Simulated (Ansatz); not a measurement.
# Pt3PbC (Pm-3m): a soft mode frozen in

Aim: this structure of Pt3PbC (Pm-3m) is to be tested for unstable modes, and one is followed downhill.

Main program and level: Ansatz 0.2.0; DFT PBEsol, scalar-relativistic, plane waves, PAW; PAW set soft_1.

### Step 1. Set-up

It takes space group Pm-3m (No. 221, cubic). Conventional cell: a = 4.281 Å, b = 4.281 Å, c = 4.281 Å, α = 90.00°, β = 90.00°, γ = 90.00°. Nearest to Pt lie 2 C at 2.14 Å and 8 Pt at 3.03 Å and 4 Pb at 3.03 Å. Nearest to Pb lie 12 Pt at 3.03 Å. C has 6 Pt at 2.14 Å nearest. Farther neighbours are not listed.

### Step 2. Phonons on a q mesh

The cell comes from relaxations at this level that are not shown. Stability and thermal properties need the whole zone. Linear response on a 4×4×4 q mesh gives force constants as far as a supercell of that size would.

input.yaml reads:

```yaml
crystal:
  lattice:
    - [4.2811329647, 0.0, 0.0]
    - [0.0, 4.2811329647, 0.0]
    - [0.0, 0.0, 4.2811329647]
  atoms:
    - { symbol: Pt, position: [0.0, 0.5, 0.5] }
    - { symbol: Pt, position: [0.5, 0.5, 0.0] }
    - { symbol: Pt, position: [0.5, 0.0, 0.5] }
    - { symbol: Pb, position: [0.0, 0.0, 0.0] }
    - { symbol: C, position: [0.5, 0.5, 0.5] }
kpoints:
  mp_grid: { grid: [8, 8, 8] }
hamiltonian:
  xc: pbesol
  pseudopotentials: { kind: paw, azcp: { folder: soft_1 }, xc_functional: pbe }
scf:
  occupations: { method: methfessel_paxton, width: 0.2 }
output:
  eigenvalues: true
phonons:
  method: dfpt
  qmesh: [4, 4, 4]
  temperatures: { t_max: 1000, t_step: 50 }
  qpath:
    path:
      - [[0.0, 0.0, 0.0], [0.0, 0.5, 0.0], [0.5, 0.5, 0.0], [0.0, 0.0, 0.0], [0.5, 0.5, 0.5], [0.0, 0.5, 0.0]]
      - [[0.5, 0.5, 0.5], [0.5, 0.5, 0.0]]
    npoints: 10
```

The run is started by

```sh
ansatz run input.yaml --threads 4 --pin off --max-ram 10240MiB --backend cpu --events-out ev --progress --plain --runs-dir out
```

Numbers of over 12 decimals in the logs are rounded to 6 here.

The log of the run:

```text
Engine: ansatz 0.2.0, aarch64-unknown-linux-gnu
Pseudopotentials: kind: paw
Pseudopotential: Pt, paw, valence charge 18, recommended cutoff 420 eV (normal), soft_1/Pt.paw.azcp
Pseudopotential: Pb, paw, valence charge 14, recommended cutoff 420 eV (normal), soft_1/Pb.paw.azcp
Pseudopotential: C, paw, valence charge 4, recommended cutoff 420 eV (normal), soft_1/C.paw.azcp
Functional definition: PBEsol
  exchange = pbesol_x
  correlation = pbesol_c
Crystal: 5 atoms, lattice volume = 78.465 Å³
Basis set: ecut = 420 eV, 1551 PW (Γ), exchange–correlation on 60×60×60 points (8 copies of the dense FFT grid, shifted against one another)
Bands: 44, of which v1, the nominal top of the filled ones, is band 36 counted from 1 (35 counted from 0)
Symmetry: 48 space group operations
k-points: 35 of 512
Non-local potential: Pt, projectors of the file, l = 0: 3, l = 1: 2, l = 2: 2, l = 3: 1
Non-local potential: Pb, projectors of the file, l = 0: 2, l = 1: 2, l = 2: 2, l = 3: 1
Non-local potential: C, projectors of the file, l = 0: 2, l = 1: 2, l = 2: 1
PAW form: soft (Blöchl's): semilocal exchange-correlation on the pseudo side does not see the compensation charge
PAW frozen core: Pt, regenerated for the run's functional, and the local potential with it (the file was generated under x = pbe(κ = 0.804, μ = 0.219515), c = pbe(β = 0.066725))
PAW frozen core: Pb, regenerated for the run's functional, and the local potential with it (the file was generated under x = pbe(κ = 0.804, μ = 0.219515), c = pbe(β = 0.066725))
PAW frozen core: C, regenerated for the run's functional, and the local potential with it (the file was generated under x = pbe(κ = 0.804, μ = 0.219515), c = pbe(β = 0.066725))
PAW one-centre angular grid: Pt, 590 points (default); XC on 64 Gauss nodes
PAW one-centre angular grid: Pb, 590 points (default); XC on 64 Gauss nodes
PAW one-centre angular grid: C, 110 points (default); XC on 64 Gauss nodes
Initial density: superposition of atomic densities (chi_scale 0.1, normalization cell, long waves kept (reshape's long-wave potential 0.00 eV rms))
Initial wavefunctions: pseudopotential atomic-orbital guess
Functional: x = pbesol(κ = 0.804, μ = 0.123457), c = pbesol(β = 0.046)
SCF iter   1: F=—  HF=-49159.534338 eV  |F-HF|=—  |Δ(HF+E_count)|=         —  Δρ=8.06e-2  dr2=5.84e0  ethr=3.10e-3  ⟨swp⟩=6.5  Hψ=5654  notcnv=0
preconditioner: auto → Kerker (q_TF=auto, 2.689 Å⁻¹)  [metal: Δε(μ)=0.031 eV  Ē_g=10.981 eV  σ=0.200 eV  W_gap=0.13  n_scr=26 (ndim 8)  ℏωp=29.0 eV  f_vac=0.000  D(μ)=5.73/eV (n_scr^D=80)]
SCF iter   2: F=—  HF=-49158.456329 eV  |F-HF|=—  |Δ(HF+E_count)|=    1.08e0  S|Δr|=    0.00e0  Δρ=4.10e-2  dr2=1.59e0  ethr=3.10e-3  ⟨swp⟩=2.8  Hψ=2590  notcnv=0  defer=70
SCF iter   3: F=—  HF=-49158.077056 eV  |F-HF|=—  |Δ(HF+E_count)|=   3.79e-1  S|Δr|=    0.00e0  Δρ=5.49e-3  dr2=2.34e-2  ethr=2.21e-3  ⟨swp⟩=2.0  Hψ=2289  notcnv=0  defer=70
SCF iter   4: F=—  HF=-49158.073133 eV  |F-HF|=—  |Δ(HF+E_count)|=   3.92e-3  S|Δr|=    0.00e0  Δρ=9.26e-4  dr2=1.03e-3  ethr=3.25e-5  ⟨swp⟩=1.1  Hψ=1826  notcnv=0  defer=70
SCF iter   5: F=—  HF=-49158.072899 eV  |F-HF|=—  |Δ(HF+E_count)|=   2.35e-4  S|Δr|=    0.00e0  Δρ=2.56e-4  dr2=9.69e-5  ethr=1.43e-6  ⟨swp⟩=2.1  Hψ=2157  notcnv=0  defer=70
SCF iter   6: F=—  HF=-49158.072867 eV  |F-HF|=—  |Δ(HF+E_count)|=   3.14e-5  S|Δr|=    0.00e0  Δρ=6.88e-5  dr2=5.42e-6  ethr=1.35e-7  ⟨swp⟩=2.1  Hψ=2056  notcnv=0  defer=70
SCF iter   7: F=—  HF=-49158.072872 eV  |F-HF|=—  |Δ(HF+E_count)|=   4.64e-6  S|Δr|=    0.00e0  Δρ=1.67e-5  dr2=3.09e-7  ethr=7.53e-9  ⟨swp⟩=2.2  Hψ=2206  notcnv=0  defer=70
SCF iter   8: F=—  HF=-49158.072872 eV  |F-HF|=—  |Δ(HF+E_count)|=   7.99e-8  S|Δr|=    0.00e0  Δρ=3.50e-6  dr2=6.15e-9  ethr=4.29e-10  ⟨swp⟩=2.0  Hψ=2298  notcnv=0  defer=70
SCF iter   9: F=—  HF=-49158.072872 eV  |F-HF|=—  |Δ(HF+E_count)|=  3.06e-10  S|Δr|=    0.00e0  Δρ=7.84e-7  dr2=3.55e-10  ethr=8.54e-12  ⟨swp⟩=2.0  Hψ=2291  notcnv=0  defer=70
SCF iter  10: F=-49158.072872 eV  HF=-49158.072872 eV  |F-HF|=7.28e-12  |Δ(HF+E_count)|=  7.28e-12  S|Δr|=    0.00e0  Δρ=1.08e-7  dr2=6.37e-12  ethr=1.00e-12  ⟨swp⟩=11.1  Hψ=8682  notcnv=0
SCF 1 converged in 10 iterations: F = -49158.072872 eV  dr2 = 6.37e-12
  greatest PAW one-centre occupation: 1.000 electrons in one spin orbital (limit 2), on the Pt atom at site 2 (counted from 0), in its partial waves of l = 0
Initial density: read from a saved state, or passed on in memory by an earlier SCF of this step, an earlier step, the calling program or the single point that the run made first
iter 1 solved again at ethr=8.01e-8 eV; its pass at ethr=3.10e-3 eV (dr2=5.77e-5 eV) is discarded
SCF iter   1: F=—  HF=-49158.072862 eV  |F-HF|=—  |Δ(HF+E_count)|=         —  Δρ=4.64e-7  dr2=2.29e-10  ethr=8.01e-8  ⟨swp⟩=3.9  Hψ=9680  notcnv=0
eigensolver tolerance schedule: the retry pair's looser diagonalisation over-reported the residual by 251942.19 of it (diagonalisation noise at an unbounded share of the residual, at the tolerance the schedule requests for it); recorded, not acted on — ethr = c·dr2/N_el stays at c = 1.0e-1
preconditioner: auto → Kerker (q_TF=auto, 2.689 Å⁻¹)  [metal: Δε(μ)=0.012 eV  Ē_g=11.179 eV  σ=0.200 eV  W_gap=0.05  n_scr=26 (ndim 8)  ℏωp=29.0 eV  f_vac=0.000  D(μ)=4.71/eV (n_scr^D=56)]
SCF iter   2: F=—  HF=-49158.072872 eV  |F-HF|=—  |Δ(HF+E_count)|=   9.61e-6  S|Δr|=    0.00e0  Δρ=2.72e-7  dr2=5.56e-11  ethr=1.00e-12  ⟨swp⟩=4.0  Hψ=4224  notcnv=0
SCF iter   3: F=—  HF=-49158.072872 eV  |F-HF|=—  |Δ(HF+E_count)|=  2.18e-11  S|Δr|=    0.00e0  Δρ=1.81e-7  dr2=2.44e-11  ethr=1.00e-12  ⟨swp⟩=1.0  Hψ=1540  notcnv=0
SCF iter   4: F=-49158.072872 eV  HF=-49158.072872 eV  |F-HF|=7.28e-12  |Δ(HF+E_count)|=    0.00e0  S|Δr|=    0.00e0  Δρ=2.32e-8  dr2=3.35e-13  ethr=1.00e-12  ⟨swp⟩=3.2  Hψ=4282  notcnv=0
SCF 2 converged in 4 iterations: F = -49158.072872 eV  dr2 = 3.35e-13
  greatest PAW one-centre occupation: 1.000 electrons in one spin orbital (limit 2), on the Pt atom at site 0 (counted from 0), in its partial waves of l = 0
phonons: the bands overlap, so this run is a metal and interpolates without the dipole-dipole term. If the crystal is really an insulator or semiconductor, its LO-TO splitting is missing
NSCF: frozen V_eff on 35 k-points
WARN: eigensolver did not converge (k=27): 1 band(s) unlocked after 20 sweeps at ethr=1.93e-12 eV (storage-precision floor; scheduled 1.00e-12 eV) (lowest unlocked band 43, counted from 0; max residual 3.91e-6 eV among the unlocked bands, 3.91e-6 eV over every band; other slots of this pass that fall short are told together in one closing line; warning suppressed until the next SCF loop or pass starts)
NSCF: frozen V_eff on 125 k-points
DFPT response loops at q = (0, 0, 0) (fractional): preconditioner auto → Kerker (q_TF=auto, 2.689 Å⁻¹) (partly filled bands, converged f_vac=0.000); β = 1.00, the filter's whole step (`scf.mixing.beta` (0.50) is not read by the response loops under this deck's `scf.mixing.preconditioner`; to damp them name `kerker` or `kerker_dos`, under which they read `scf.mixing.beta`, and type it under 1.00, their step now; both keys bind the ground state too); Broyden in place of MSR1
NSCF: frozen V_eff on 400 k-points
DFPT response loops at q = (0, 0, 0.25) (fractional): mixed as the last ones told, above
NSCF: frozen V_eff on 250 k-points
DFPT response loops at q = (0, 0, -0.5) (fractional): mixed as the last ones told, above
NSCF: frozen V_eff on 640 k-points
DFPT response loops at q = (0, 0.25, 0.25) (fractional): mixed as the last ones told, above
NSCF: frozen V_eff on 400 k-points
DFPT response loops at q = (0, 0.25, -0.5) (fractional): mixed as the last ones told, above
NSCF: frozen V_eff on 250 k-points
DFPT response loops at q = (0, -0.5, -0.5) (fractional): mixed as the last ones told, above
NSCF: frozen V_eff on 1024 k-points
DFPT response loops at q = (0.25, 0.25, 0.25) (fractional): mixed as the last ones told, above
NSCF: frozen V_eff on 640 k-points
DFPT response loops at q = (0.25, 0.25, -0.5) (fractional): mixed as the last ones told, above
NSCF: frozen V_eff on 400 k-points
DFPT response loops at q = (0.25, -0.5, -0.5) (fractional): mixed as the last ones told, above
NSCF: frozen V_eff on 250 k-points
DFPT response loops at q = (-0.5, -0.5, -0.5) (fractional): mixed as the last ones told, above
SCF converged after 10 iterations
Stability not checked: this state was not tested for a lower state beside it, because cold or Methfessel-Paxton smearing, or corrected tetrahedra, fill the levels in a way that the test cannot read (fill_not_monotonic; see scf.lower_state_search)
Free energy (F): -49158.072872 eV
Harris-Foulkes:  -49158.072872 eV  (|F-HF|=7.28e-12)
Internal energy: -49158.071456 eV  (E = F + TS)
E sigma→0 (E₀):  -49158.072518 eV
Entropy (-TS):   -0.001415 eV (-0.283 meV/atom)
Fermi energy:    18.472221 eV
Step filling:    the computed levels leave a gap of 0.0408 eV = 0.2 smearing widths at the electron count; against every level under it full and every level over it empty, smearing changes F+E_penalty+E_count by +1.013 meV and its σ→0 estimate by +1.367 meV
--- Per-component energies (eV) ---
  E_band       = -521.006850
  E_kinetic    = 2174.149849
  E_local      = -6018.687769  (includes V_loc(G=0)·N_el)
  E_nonlocal   = 954.770167
  E_hartree    = 2308.400302
  E_xc         = -944.163489
  E_vxc        = -1008.869572  (∫ρ·V_xc dr)
  E_paw        = -38377.413415  (= ΣΔE_a)
  E_vpaw       = -1239.173340  (= ΣTr[D̂ρ^β])
  E_aug_tail   = 0.003282  (compensation charges beyond the density's cutoff)
  E_ewald      = -9256.074747
  E_core_change = 0.944364  (= ΣΔE_core)
  E_smearing   = -0.001415  (= −TS)
  E_closure    = -0.000000  (closes the sum)
  Σ components = -49158.072872   (vs F -49158.072872, Δ=0.00e0)
--- Band table (eV; the first three rows and the last of 35) ---
  k-point 0: bands = [... 32 lower, 17.9249, 17.9249, 17.9249, 17.9369, 18.8545, 19.7208, 19.7208, 19.7208, ... 4 higher]
  k-point 1: bands = [... 32 lower, 17.8185, 17.9252, 18.0139, 18.0139, 18.3375, 20.0178, 20.0178, 20.5436, ... 4 higher]
  k-point 2: bands = [... 32 lower, 17.4769, 17.9259, 18.2393, 18.2393, 18.3465, 20.7651, 20.7651, 21.1015, ... 4 higher]
  k-point 34: bands = [... 32 lower, 16.7808, 17.7595, 17.7595, 17.7595, 17.9209, 19.7407, 19.7407, 19.7407, ... 4 higher]
--- Phonons (Γ-DFPT): 4 representative perturbations + reference (Σ response iterations 14) ---
  ASR residual: 9.721e-5 → 0.000e0 eV/Å²; symmetrization residual: 3.984e-6 eV/Å²
  ASR residual per site (eV/Å²): 9.72e-5 9.72e-5 9.72e-5 3.84e-5 1.19e-5
  Γ frequencies (cm⁻¹): -122.01 -122.01 -122.01 0.00 0.00 0.00 44.28 44.28 44.28 87.16 87.16 87.16 225.05 225.05 225.05
--- Phonons (arbitrary-q DFPT): 10 irreducible q on the 4×4×4 mesh ---
  q = [0.0000, 0.0000, 0.0000] (star 1, of the zone-centre solve; hermiticity 1.13e-6, symmetrization 1.17e-11): -122.01 -122.01 -122.01 -0.00 -0.00 0.00 44.28 44.28 44.28 87.16 87.16 87.16 225.05 225.05 225.05
  q = [0.0000, 0.0000, 0.2500] (star 6, 9 solved perturbations in 1560 linear systems a pass and spin channel, the states on 200 of 512 k-point pairs; hermiticity 1.10e-6, symmetrization 2.17e-12): -126.10 -126.10 -36.82 -36.82 -31.94 -31.03 36.79 36.79 77.78 86.31 86.31 93.54 218.52 218.52 419.00
  q = [0.0000, 0.0000, -0.5000] (star 3, 9 solved perturbations in 975 linear systems a pass and spin channel, the states on 125 of 512 k-point pairs; hermiticity 6.05e-7, symmetrization 2.44e-12): -93.01 -93.01 -77.15 -77.15 -46.60 21.03 46.15 46.15 84.73 85.30 85.30 104.04 212.82 212.82 519.98
  q = [0.0000, 0.2500, 0.2500] (star 12, 9 solved perturbations in 2460 linear systems a pass and spin channel, the states on 320 of 512 k-point pairs; hermiticity 1.11e-6, symmetrization 5.46e-13): -118.49 -70.88 -52.34 -31.69 -25.83 -20.98 18.12 51.84 84.89 85.31 95.24 101.83 215.05 406.59 422.85
  q = [0.0000, 0.2500, -0.5000] (star 12, 15 solved perturbations on 200 of 512 k-point pairs; hermiticity 6.53e-7, symmetrization 1.23e-13): -95.14 -89.36 -70.48 -58.34 -43.35 21.12 21.89 52.27 84.19 90.54 95.03 116.15 208.95 413.47 520.51
  q = [0.0000, -0.5000, -0.5000] (star 3, 9 solved perturbations in 975 linear systems a pass and spin channel, the states on 125 of 512 k-point pairs; hermiticity 8.13e-7, symmetrization 6.86e-13): -100.57 -64.58 -63.36 -63.36 -62.04 -62.04 44.16 64.18 82.39 97.27 97.27 122.62 190.05 522.52 522.52
  q = [0.2500, 0.2500, 0.2500] (star 8, 4 solved perturbations in 1376 linear systems a pass and spin channel, the states on 512 of 512 k-point pairs; hermiticity 5.58e-7, symmetrization 2.38e-12): -65.76 -65.76 -64.44 -39.06 28.38 28.38 52.78 52.78 83.78 92.95 92.95 118.24 397.94 421.75 421.75
  q = [0.2500, 0.2500, -0.5000] (star 12, 9 solved perturbations in 2460 linear systems a pass and spin channel, the states on 320 of 512 k-point pairs; hermiticity 3.81e-7, symmetrization 1.64e-12): -72.77 -64.25 -56.77 -26.04 -22.72 19.03 48.15 53.83 92.38 94.05 94.17 133.32 407.91 421.83 520.51
  q = [0.2500, -0.5000, -0.5000] (star 6, 9 solved perturbations in 1560 linear systems a pass and spin channel, the states on 200 of 512 k-point pairs; hermiticity 4.97e-7, symmetrization 3.44e-13): -68.63 -63.16 -63.16 -19.97 -19.97 40.36 48.94 58.30 93.67 98.08 98.08 145.82 413.68 527.09 527.09
  q = [-0.5000, -0.5000, -0.5000] (star 1, 4 solved perturbations in 350 linear systems a pass and spin channel, the states on 125 of 512 k-point pairs; hermiticity 8.86e-7, symmetrization 1.37e-12): -68.78 -68.78 -68.78 22.18 22.18 56.42 56.42 56.42 99.48 99.48 99.48 158.08 539.49 539.49 539.49
  sum rule: each row above includes the acoustic sum rule's correction from the zone centre's row sums; it moved no ω² by more than (0.52 cm⁻¹)²
  mesh force constants: q→R imaginary residual 2.03e-18; ASR residual 9.721e-5 → 0.000e0 eV/Å²; symmetrization residual 6.217e-15 eV/Å²
  interpolated dispersion: 62 rows × 15 modes
  density of states and harmonic sums: on the 16×16×16 q-mesh, interpolated from the force constants of a 4×4×4 supercell (no non-analytic term)
  largest difference from the sums on the solved wave vectors: F 3.63e-2 eV, S 4.54e-5 and C_V 9.55e-6 eV/K
  zero-point energy: 0.103716 eV/cell   skipped modes (ω ≤ 0): 828, of them read as no rigid motion or as one in doubt: 825 (5.081e0 modes/cell left out, lowest -127.33 cm⁻¹)   left out of the sums: 3.39e-1 of the cell's modes: C_V's classical limit lies that fraction below 3 k_B per atom; for a crystal, a wire or a layer, F and S can be off by more, and a phonons.interpolated_qmesh denser along its periods is the remedy for the sampling
```

The job ended after 21 min (4 threads of Arm Neoverse V2, shared host; peak memory 3.7 GiB).

The column dr2 measures how far the density is from self-consistency, as an energy; F and HF (Harris–Foulkes) agree once it is small.

This step gave:

* volume per atom: 15.69 Å³
* gap on the k-mesh: 0 eV
* sum-rule residual before enforcement: 9.72e-5 eV/Å²
* lowest frequency on the path: -127.4 cm⁻¹
* point group: m-3m
* highest frequency on the path or at a solved wavevector: 539.5 cm⁻¹
* highest optical mode at the zone centre (no LO-TO term): 225.1 cm⁻¹
* lowest optical zone-centre mode: -122.0 cm⁻¹
* lowest mode on the q mesh (acoustic modes at Γ apart): -126.1 cm⁻¹

Frequencies (cm⁻¹) solved at each irreducible wavevector; negative means imaginary. Frequencies by wavevector, by row:

```csv
q in reciprocal lattice units,star,mode 1,mode 2,mode 3,mode 4,mode 13,mode 14,mode 15
0 0 0,1,-122,-122,-122,0,225.1,225.1,225.1
0 0 0.25,6,-126.1,-126.1,-36.8,-36.8,218.5,218.5,419
0 0 -0.5,3,-93,-93,-77.2,-77.2,212.8,212.8,520
0 0.25 0.25,12,-118.5,-70.9,-52.3,-31.7,215.1,406.6,422.9
0 0.25 -0.5,12,-95.1,-89.4,-70.5,-58.3,208.9,413.5,520.5
0 -0.5 -0.5,3,-100.6,-64.6,-63.4,-63.4,190.1,522.5,522.5
0.25 0.25 0.25,8,-65.8,-65.8,-64.4,-39.1,397.9,421.8,421.8
0.25 0.25 -0.5,12,-72.8,-64.2,-56.8,-26,407.9,421.8,520.5
0.25 -0.5 -0.5,6,-68.6,-63.2,-63.2,-20,413.7,527.1,527.1
-0.5 -0.5 -0.5,1,-68.8,-68.8,-68.8,22.2,539.5,539.5,539.5
```

Interpolated from a 4×4×4 q mesh. Phonon branches along the path, in cm⁻¹:

```
    point  branch 1  branch 2  branch 3  branch 4  branch 12  branch 13  branch 14  branch 15
        Γ      -122      -122      -122         0         87        225        225        225
  halfway      -126      -126       -37       -37         94        218        218        419
        X       -93       -93       -77       -77        104        213        213        520
  halfway       -95       -89       -70       -58        116        209        414        520
        M      -101       -65       -63       -63        123        190        522        522
  halfway      -118       -71       -52       -32        102        215        407        423
        Γ      -122      -122      -122         0         87        225        225        225
  halfway       -66       -66       -64       -39        118        398        422        422
        R       -69       -69       -69        22        158        540        540        540
  halfway       -73       -64       -57       -26        133        408        422        520
        X       -93       -93       -77       -77        104        213        213        520
jump to R       -69       -69       -69        22        158        540        540        540
  halfway       -69       -63       -63       -20        146        414        527        527
        M      -101       -65       -63       -63        123        190        522        522
```

Symmetry leaves 10 wavevectors to solve. The lowest mode among them, the acoustic zeros apart, lies at q = (0, 0, 0.25) and is imaginary, 126.1i cm⁻¹, so the energy falls along it.

[end of part 1 of 3]

[Logs are printed without paths, hosts, clocks, repeated set-up lines and the standing remarks that a program may print on its own settings, such as how far it seeks lower states.]

[Hosts, paths, dates, database ids (printed as entryN), source tags and the programs' standing remarks are cut or masked in the printed files.]
